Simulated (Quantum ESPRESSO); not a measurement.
# F-SiSi-F chair, 1 layer: a series in the field along the normal, part 2 of 4

Wanted: a table for F-SiSi-F chair, 1 layer against the field along the normal, and what can be fitted to it.

Quantum ESPRESSO 7.5; plane-wave DFT, PBE, GBRV ultrasoft pseudopotentials.

So far. Step 2 (Variable-cell relaxation of the reference):  The last row is no step: it is a fresh SCF in the final cell with a new plane-wave basis, -1 meV from the row before.

## 3. Ground state, 0 V/Å

The self-consistent run of this member.

Level of this step: plane-wave DFT, PBE, GBRV ultrasoft pseudopotentials (Quantum ESPRESSO 7.5).

m0.scf.in reads:

```
&control
  prefix = 'm0.scf'
  outdir = './out'
  pseudo_dir = './pseudo'
  calculation = 'scf'
  tprnfor = .true.
  tefield = .true.
  dipfield = .true.
/
&system
  ibrav = 0
  nat = 4
  ntyp = 2
  ecutwfc = 40
  ecutrho = 200
  occupations = 'smearing'
  smearing = 'fd'
  degauss = 0.002
  edir = 3
  emaxpos = 0.97
  eopreg = 0.04
  eamp = 0.0
  nbnd = 17
/
&electrons
  conv_thr = 1e-09
  mixing_beta = 0.4
  electron_maxstep = 120
  mixing_mode = 'plain'
/
ATOMIC_SPECIES
  F   18.9984  f_pbe_v1.4.uspp.F.UPF
  Si  28.0850  si_pbe_v1.uspp.F.UPF
CELL_PARAMETERS angstrom
  3.93816932200000 0.00000000000000 0.00000000000000
  -1.96908466100000 3.41055467700000 0.00000000000000
  0.00000000000000 0.00000000000000 21.10000000000000
ATOMIC_POSITIONS crystal
  F   0.666666666700 0.333333333300 0.405996223100
  Si  0.666666666700 0.333333333300 0.483294441200
  Si  0.333333333300 0.666666666700 0.516705558800
  F   0.333333333300 0.666666666700 0.594003776900
K_POINTS automatic
  12 12 1 0 0 0
```

Started as:

```console
OMP_NUM_THREADS=1 mpirun -n 4 pw.x -nk 4 -in m0.scf.in > m0.scf.out
```

What it wrote:

```text
[banner, memory and clock lines left out]
Program PWSCF v.7.5 starts
[citation notice left out]

[...]
bravais-lattice index     =            0
     lattice parameter (alat)  =       7.4421  a.u.
     unit-cell volume          =    1912.4868 (a.u.)^3
     number of atoms/cell      =            4
     number of atomic types    =            2
     number of electrons       =        22.00
     number of Kohn-Sham states=           17
     kinetic-energy cutoff     =      40.0000  Ry
     charge density cutoff     =     200.0000  Ry
     scf convergence threshold =      1.0E-09
     mixing beta               =       0.4000
     number of iterations used =            8  plain     mixing
     Exchange-correlation= SLA  PW   PBE  PBE
                           (   1   4   3   4   0   0   0)

[...]
PseudoPot. # 1 for F  read from file:
     ./pseudo/f_pbe_v1.4.uspp.F.UPF
     Pseudo is Ultrasoft, Zval =  7.0
     Generated by new atomic code, or converted to UPF format
     Using radial grid of  799 points,  4 beta functions with:
                l(1) =   0
                l(2) =   0
                l(3) =   1
                l(4) =   1
     Q(r) pseudized with  8 coefficients,  rinner =    0.950   0.950   0.950

     PseudoPot. # 2 for Si read from file:
     ./pseudo/si_pbe_v1.uspp.F.UPF
     Pseudo is Ultrasoft + core correction, Zval =  4.0
     Generated by new atomic code, or converted to UPF format
     Using radial grid of  899 points,  6 beta functions with:
                l(1) =   0
                l(2) =   0
                l(3) =   1
                l(4) =   1
                l(5) =   2
                l(6) =   2
     Q(r) pseudized with  8 coefficients,  rinner =    0.900   0.900   0.900
                                                       0.900   0.900

     atomic species   valence    mass     pseudopotential
     F                 7.00    18.99840     F ( 1.00)
     Si                4.00    28.08500     Si( 1.00)

     No symmetry found

[...]
number of k points=    74  Fermi-Dirac smearing, width (Ry)=  0.0020
[...]
Dense  grid:    91259 G-vectors     FFT dimensions: (  36,  36, 180)

     Smooth grid:    65135 G-vectors     FFT dimensions: (  30,  30, 162)

     Initial potential from superposition of free atoms

     starting charge      21.9987, renormalised to      22.0000

     negative rho (up, down):  8.818E-04 0.000E+00

     Adding external electric field

     Computed dipole along edir(3) :
        Dipole                0.0000 Ry au,          0.0000 Debye
        Dipole field          0.0000 Ry au,

        Potential amp.       -0.0000 Ry
        Total length         38.2783 bohr

     Starting wfcs are   16 randomized atomic wfcs +    1 random wfcs

     per-process dynamical memory:    95.0 Mb

     Self-consistent Calculation

     iteration #  1     ecut=    40.00 Ry     beta= 0.40
     Davidson diagonalization with overlap
     ethr =  1.00E-02,  avg # of iterations =  6.6

     negative rho (up, down):  8.702E-04 0.000E+00

     Adding external electric field

     Computed dipole along edir(3) :
        Dipole                0.0000 Ry au,          0.0000 Debye
        Dipole field          0.0000 Ry au,

        Potential amp.       -0.0000 Ry
        Total length         38.2783 bohr

     total energy              =    -116.53242177 Ry
     estimated scf accuracy    <       0.35168268 Ry

     iteration #  2     ecut=    40.00 Ry     beta= 0.40
[...]
negative rho (up, down):  9.252E-04 0.000E+00

[...]
Dipole                0.0000 Ry au,          0.0000 Debye
[...]
total energy              =    -116.60419054 Ry
     estimated scf accuracy    <       0.04487455 Ry

     iteration #  3     ecut=    40.00 Ry     beta= 0.40
[...]
negative rho (up, down):  1.009E-03 0.000E+00

[...]
Dipole               -0.0000 Ry au,         -0.0001 Debye
[...]
total energy              =    -116.60594678 Ry
     estimated scf accuracy    <       0.01193993 Ry

     iteration #  4     ecut=    40.00 Ry     beta= 0.40
[...]
negative rho (up, down):  1.023E-03 0.000E+00

[...]
Dipole                0.0000 Ry au,          0.0001 Debye
[...]
total energy              =    -116.60629751 Ry
     estimated scf accuracy    <       0.00036404 Ry

     iteration #  5     ecut=    40.00 Ry     beta= 0.40
[...]
negative rho (up, down):  1.035E-03 0.000E+00

[...]
Dipole               -0.0000 Ry au,         -0.0001 Debye
[...]
total energy              =    -116.60645183 Ry
     estimated scf accuracy    <       0.00008825 Ry

     iteration #  6     ecut=    40.00 Ry     beta= 0.40
[...]
negative rho (up, down):  1.043E-03 0.000E+00

[...]
Dipole                0.0001 Ry au,          0.0002 Debye
[...]
total energy              =    -116.60646572 Ry
     estimated scf accuracy    <       0.00000246 Ry

     iteration #  7     ecut=    40.00 Ry     beta= 0.40
[...]
negative rho (up, down):  1.047E-03 0.000E+00

[...]
Dipole               -0.0000 Ry au,         -0.0001 Debye
[...]
total energy              =    -116.60646776 Ry
     estimated scf accuracy    <       0.00000119 Ry

     iteration #  8     ecut=    40.00 Ry     beta= 0.40
[...]
negative rho (up, down):  1.050E-03 0.000E+00

[...]
Dipole                0.0000 Ry au,          0.0001 Debye
[...]
total energy              =    -116.60646794 Ry
     estimated scf accuracy    <       0.00000003 Ry

     iteration #  9     ecut=    40.00 Ry     beta= 0.40
[...]
negative rho (up, down):  1.052E-03 0.000E+00

[...]
Dipole                0.0000 Ry au,          0.0000 Debye
[...]
total energy              =    -116.60646796 Ry
     estimated scf accuracy    <          5.5E-09 Ry

     iteration # 10     ecut=    40.00 Ry     beta= 0.40
[...]
negative rho (up, down):  1.053E-03 0.000E+00

[...]
Dipole                0.0000 Ry au,          0.0000 Debye
[...]
total energy              =    -116.60646796 Ry
     estimated scf accuracy    <          3.0E-09 Ry

     iteration # 11     ecut=    40.00 Ry     beta= 0.40
[...]
negative rho (up, down):  1.055E-03 0.000E+00

[...]
Dipole                0.0000 Ry au,          0.0000 Debye
[...]
End of self-consistent calculation

          k = 0.0000 0.0000 0.0000 (  8175 PWs)   bands (ev):

   -28.4542 -28.4295 -14.3332 -11.2118  -9.7663  -9.1606  -9.1606  -9.0123
    -9.0123  -4.0547  -4.0547  -3.3934  -0.3267  -0.3267  -0.2717   1.4780
     2.1543

          k = 0.0000 0.0962 0.0000 (  8199 PWs)   bands (ev):

   -28.4526 -28.4287 -14.2708 -11.2172  -9.7835  -9.2098  -9.1756  -9.0147
    -9.0013  -4.6342  -4.1783  -3.1152  -0.4762  -0.0440   0.1769   1.5820
     2.2377

[...]
the Fermi energy is    -3.7142 ev

!    total energy              =    -116.60646796 Ry
     estimated scf accuracy    <          2.1E-11 Ry
     smearing contrib. (-TS)   =      -0.00000001 Ry
     internal energy E=F+TS    =    -116.60646796 Ry

     The total energy is F=E-TS. E is the sum of the following terms:
     one-electron contribution =    -521.99761292 Ry
     hartree contribution      =     266.12488791 Ry
     xc contribution           =     -27.33962991 Ry
     ewald contribution        =     166.60588697 Ry
     electric field correction =       0.00000000 Ry

     convergence has been achieved in  11 iterations

     negative rho (up, down):  1.055E-03 0.000E+00

     Forces acting on atoms (cartesian axes, Ry/au):

     atom    1 type  1   force =    -0.00000001    0.00000001   -0.00079892
     atom    2 type  2   force =     0.00000000    0.00000000   -0.00010053
     atom    3 type  2   force =    -0.00000000   -0.00000000    0.00010117
     atom    4 type  1   force =     0.00000000   -0.00000001    0.00079828

     Total force =     0.001138     Total SCF correction =     0.000003

[...]
```

It took 38 s on 4 MPI ranks of Intel Xeon Platinum 8488C (Sapphire Rapids), shared host; peak memory 0.6 GiB.

This step gave:

* free energy: -1586.5118 eV
* Fermi energy: -3.714 eV
* dipole along the normal: 0 e·Å
* valence top, on the run's zero: -4.055 eV
* conduction bottom, on the run's zero: -3.393 eV
* gap by band count: 0.6614 eV

## 4. Electrostatic potential, 0 V/Å

plot_num = 11 writes the bare and Hartree potential, from which vacuum levels or, in a crystal, the mean potential are read.

m0.pot.in reads:

```
&inputpp
  prefix = 'm0.scf'
  outdir = './out'
  filplot = 'm0.pot.dat'
  plot_num = 11
/
```

Started as:

```console
OMP_NUM_THREADS=1 mpirun -n 4 pp.x -in m0.pot.in > m0.pot.out
```

What it wrote:

```text
[banner, memory and clock lines left out]
Program POST-PROC v.7.5 starts

          URL

     ./out/m0.scf.save/

     IMPORTANT: XC functional enforced from input :
     Exchange-correlation= PBE
                           (   1   4   3   4   0   0   0)
     Any further DFT definition will be discarded
     Please, verify this is what you really want

     negative rho (up, down):  1.055E-03 0.000E+00

     Adding external electric field

     Computed dipole along edir(3) :
        Dipole                0.0000 Ry au,          0.0000 Debye
        Dipole field          0.0000 Ry au,

        Potential amp.       -0.0000 Ry
        Total length         38.2783 bohr

     Calling punch_plot, plot_num =  11

     Adding external electric field

     Computed dipole along edir(3) :
        Dipole                0.0000 Ry au,          0.0000 Debye
        Dipole field          0.0000 Ry au,

        Potential amp.       -0.0000 Ry
        Total length         38.2783 bohr

     Writing data to file  m0.pot.dat
     Message from routine chdens:
     namelist plot not found or invalid, exiting
```

Elapsed: 1.6 s, on 4 MPI ranks; peak memory 0.11 GiB.

Read from the output:

* slope of the potential above: 3.66e-6 eV/Å
* upper vacuum line continued to the top atoms, over the valence top: 6.527 eV
* slope of the potential below: -1.25e-5 eV/Å
* lower vacuum line continued to the bottom atoms, over the valence top: 6.527 eV
* vacuum level at the upper face over the valence top of the mesh: 6.527 eV
* vacuum level at the lower face over the valence top of the mesh: 6.527 eV

Electrostatic potential energy of an electron, with the sawtooth; zero at the highest filled level of the SCF mesh. The potential energy, planar mean by z:

z (Å), potential energy, planar mean (eV) and a bar from the least value:
```
      0.0        6.5 ##############################
      0.5        6.5 ##############################
      1.0        6.5 ##############################
      1.5        6.5 ##############################
      2.0        6.5 ##############################
      2.5        6.5 ##############################
      3.0        6.5 ##############################
      3.5        6.5 ##############################
      4.0        6.5 ##############################
      4.5        6.5 ##############################
      5.0        6.5 ##############################
      5.5        6.5 ##############################
      6.0        6.5 ##############################
      6.5        6.5 ##############################
      7.0        6.5 ##############################
      7.5        6.4 ##############################
      8.0        5.1 ############################
      8.5        0.3 ###################
      9.0        1.6 ######################
      9.5       -0.7 ##################
     10.0       -7.5 ######
     10.5      -10.9 
     11.0       -8.5 ####
     11.5       -2.1 ###############
     12.0        1.9 ######################
     12.5       -0.1 ###################
     13.0        4.3 ##########################
     13.5        6.3 ##############################
     14.0        6.5 ##############################
     14.5        6.5 ##############################
     15.0        6.5 ##############################
     15.5        6.5 ##############################
     16.0        6.5 ##############################
     16.5        6.5 ##############################
     17.0        6.5 ##############################
     17.5        6.5 ##############################
     18.0        6.5 ##############################
     18.5        6.5 ##############################
     19.0        6.5 ##############################
     19.5        6.5 ##############################
     20.0        6.5 ##############################
     20.5        6.5 ##############################
```

(Continued in part 3 of 4.)

[Logs are printed without paths, hosts, clocks, repeated set-up lines and the standing remarks that a program may print on its own settings, such as how far it seeks lower states.]

[Hosts, paths, dates, database ids (printed as entryN), source tags and the programs' standing remarks are cut or masked in the printed files.]

[Maps of the electrostatic potential energy from Ansatz leave out the sawtooth potential of an applied field or a dipole correction, so their vacuum need not be flat; planar profiles and work functions include it.]
